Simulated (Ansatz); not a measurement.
# Convergence of a linear-scaling basis for 1T-ZrS2 zigzag nanoribbon, bare edges, Se on S sites (64 atoms), part 3 of 3

Wanted: errors and times of a linear-scaling basis for 1T-ZrS2 zigzag nanoribbon, bare edges, Se on S sites (64 atoms). A setting counts as converged where the r.m.s. difference of forces stays under 1 % of the r.m.s. force.

Ansatz 0.2.0; Kohn-Sham DFT, PBE, PAW (set soft_2, large core), plane waves.

The cell: 22 Zr, 37 S and 5 Se. Beside vacuum, support functions can miss their usual error bounds without a warning. The main run has no spin polarisation.

So far. Step 8 (Support functions medium, spacing 0.263 Å): Forces differ from the reference by 0.41 meV/Å r.m.s., 0.072 % of their size, well within a tolerance of 1 %; the energy by -0.56 meV/atom.

### Step 10. The reference in detail (continued)

Valence density in the ab plane at fractional z = 0.384, with atoms of Se and S within 0.2 Å of it. It is the smooth field of the valence electrons, not physical close to the nuclei.

Ten even steps from '0' (0.00 × 1e-1 e/Å³) to '9' (9.34 × 1e-1 e/Å³), each cell a mean:
```
00000000000000000000
00000000000000000000
01377685200137768520
11223332111122333211
89621014898962101489
11123332111112332111
01488795210148878521
55310012455531000135
57521113665642101256
01366674100126767520
11245443111123444311
57621014765762101376
22212221222222222222
01489896211147657621
44211111344421111134
68521013776852101377
01256563100125656410
11255564111124555421
68520013776852001378
33211112334321111123
11476576210148989621
00011111000001111000
00000000000000000000
00000000000000000000
```
Columns run along a (7.3 Å), rows up along b (42.8 Å). Atoms in or near the plane, at fractional coordinates: Se at (0.25, 0.14), S at (0.00, 0.22), S at (0.25, 0.29), S at (0.00, 0.36), S at (0.25, 0.44), Se at (0.00, 0.51), S at (0.25, 0.59), S at (0.01, 0.66), S at (0.25, 0.74), S at (0.00, 0.81), S at (0.25, 0.88), S at (0.75, 0.14), S at (0.50, 0.22), S at (0.75, 0.29) and more.

Mean Löwdin charges: S -0.34, Se -0.25, Zr +0.77 e (they miss 0.59 % of the electrons, so they add up to more than the cell's charge). Within 0.4 eV of the Fermi level the largest share is Zr d (75 % of the projected weight).

### Step 11. Distances and neighbours

Bonds and neighbours are counted at the geometry of the runs.

Normalised to the volume that the atoms fill. Pair distribution functions g(r), in bins of 0.2 Å:

```
r (Å)  total   S-S  S-Zr  S-Se  Zr-Zr  Zr-Se  Se-Se
 2.50   4.04  0.00  9.00  0.00   0.00   8.40   0.00
 2.70   0.61  0.00  1.26  0.00   0.00   2.01   0.00
 2.90   0.00  0.00  0.00  0.00   0.00   0.00   0.00
 3.10   0.00  0.00  0.00  0.00   0.00   0.00   0.00
 3.30   0.00  0.00  0.00  0.00   0.00   0.00   0.00
 3.50   0.37  0.93  0.00  0.65   0.00   0.00   0.00
 3.70   4.10  7.04  0.00  5.55   9.71   0.00  15.10
 3.90   0.00  0.00  0.00  0.00   0.00   0.00   0.00
 4.10   0.00  0.00  0.00  0.00   0.00   0.00   0.00
 4.30   0.00  0.00  0.00  0.00   0.00   0.00   0.00
 4.50   1.46  0.00  3.24  0.00   0.00   3.21   0.00
 4.70   0.00  0.00  0.00  0.00   0.00   0.00   0.00
 4.90   0.00  0.00  0.00  0.00   0.00   0.00   0.00
 5.10   0.52  1.23  0.00  1.14   0.00   0.00   0.00
 5.30   0.03  0.05  0.00  0.10   0.00   0.00   0.00
 5.50   0.00  0.00  0.00  0.00   0.00   0.00   0.00
 5.70   1.32  0.00  2.96  0.00   0.00   2.63   0.00
 5.90   0.40  0.00  0.88  0.00   0.00   0.95   0.00
 6.10   0.00  0.00  0.00  0.00   0.00   0.00   0.00
 6.30   1.72  3.21  0.00  3.01   3.03   0.00   3.03
 6.50   0.01  0.04  0.00  0.00   0.00   0.00   0.00
 6.70   0.00  0.00  0.00  0.00   0.00   0.00   0.00
 6.90   0.00  0.00  0.00  0.00   0.00   0.00   0.00
 7.10   0.00  0.00  0.00  0.00   0.00   0.00   0.00
 7.30   0.78  1.23  0.00  0.82   2.27   0.00   3.79
 7.50   0.00  0.00  0.00  0.00   0.00   0.00   0.00
 7.70   0.86  0.00  1.91  0.00   0.00   1.92   0.00
 7.90   0.04  0.00  0.10  0.00   0.00   0.08   0.00
```

Bonds by pair of elements; cutoffs follow the first minimum of g(r), held within bounds set by covalent radii, and pairs that aren't listed don't count as bonded:

```
pair A-B  cutoff (Å)  bonds  mean length (Å)  spread (Å)  shortest (Å)  B about A  A about B
    S-Zr        3.02    109             2.57       0.026          2.51       2.95       4.96
   Zr-Se        3.02     15             2.58       0.018          2.54      0.682          3
```

How many atoms have how many bonded neighbours:

```
element  mean  2   3  5   6
      S  2.95  2  35  0   0
     Se     3  0   5  0   0
     Zr  5.64  0   2  2  18
```

Counting bonds as in the table, 95 % of S atoms have 3, all Se atoms have 3 and 82 % of Zr atoms have 6 bonded neighbours.

Local excerpt of 15 atoms (numbers count through the whole input) about S64, which has 2 bonded neighbours where the commonest count for S is 3; x, y, z are measured from there.

```
atom      x      y      z  distance (Å)  bonds  Löwdin charge (e)     Fx     Fy  Fz (eV/Å)
 S64   0.00   0.00   0.00          0.00      2              -0.39  -0.16  -0.36       1.42
Zr63  -1.77  -1.09   1.43          2.53      5               0.89  -0.53   0.07      -2.11
Zr31   1.83  -1.06   1.42          2.54      5               0.87   0.58  -0.17      -2.18
 S61   0.02  -2.14   2.93          3.62      3              -0.41  -0.14   0.33       0.20
 S62  -1.82  -3.17  -0.03          3.65      3              -0.26   0.05   0.43       0.28
 S32   3.65   0.03  -0.02          3.65      2              -0.44   0.06  -0.65       1.76
 S30   1.85  -3.16  -0.02          3.66      3              -0.29   0.05   0.32       0.32
 S32  -3.67   0.03  -0.02          3.67      2              -0.44   0.06  -0.65       1.76
Zr60   0.00  -4.23   1.44          4.47      6               0.80   0.37  -0.14       0.01
 S29   3.62  -2.12   2.92          5.11      3              -0.44   0.27   0.22       0.03
 S29  -3.70  -2.12   2.92          5.17      3              -0.44   0.27   0.22       0.03
Zr28  -3.60  -4.25   1.44          5.75      6               0.82  -0.50   0.04       0.20
Zr31  -5.49  -1.06   1.42          5.77      5               0.87   0.58  -0.17      -2.18
Zr28   3.72  -4.25   1.44          5.82      6               0.82  -0.50   0.04       0.20
Zr63   5.55  -1.09   1.43          5.83      5               0.89  -0.53   0.07      -2.11
```

The column of bonds counts only the pairs S-Zr within 3.02 Å, Zr-Se within 3.02 Å; other neighbours, such as metal atoms beside each other in a compound, aren't counted, and periodic images can show an atom twice.

### Step 12. Outcome

```json
{"free energy per atom": "-2162.5047 eV/atom", "r.m.s. force component": "0.5747 eV/Å", "wall time of the 7 DFT runs": "11 min"}
```

Against plane waves at 420 eV, the forces differ by 0.33 meV/Å (0.057 %) with support functions medium. At 64 atoms the fastest of the runs at a preset level, support functions low, takes roughly 1.2 times the time of plane waves (whose run also made extra analyses, so the like-for-like ratio is larger), in 27 SCF cycles against 19. Differences between support functions and plane waves include what basis error the plane-wave run still has. As the typed spacing goes from 0.263 to 0.411 Å, the force difference goes from 0.41 to 99 meV/Å, and the time from 94 s to 60 s.

6 levels are partly filled by over 2 % (on the run's k-points), and the list of levels jumps by 0.61 eV between -0.85 and -0.24 eV: the Fermi level sits among few, sparse states, as at a band edge, among defect levels or in a metal whose levels bunch into shells on a coarse mesh. Counting bonds as in the table, 95 % of S atoms have 3, all Se atoms have 3 and 82 % of Zr atoms have 6 bonded neighbours.

What to keep in mind: The geometry was built by rule, was displaced at random and isn't relaxed at this level: its force components are 0.57 eV/Å r.m.s.

[Logs are printed without paths, hosts, clocks, repeated set-up lines and the standing remarks that a program may print on its own settings, such as how far it seeks lower states.]

[Hosts, paths, dates, database ids (printed as entryN), source tags and the programs' standing remarks are cut or masked in the printed files.]
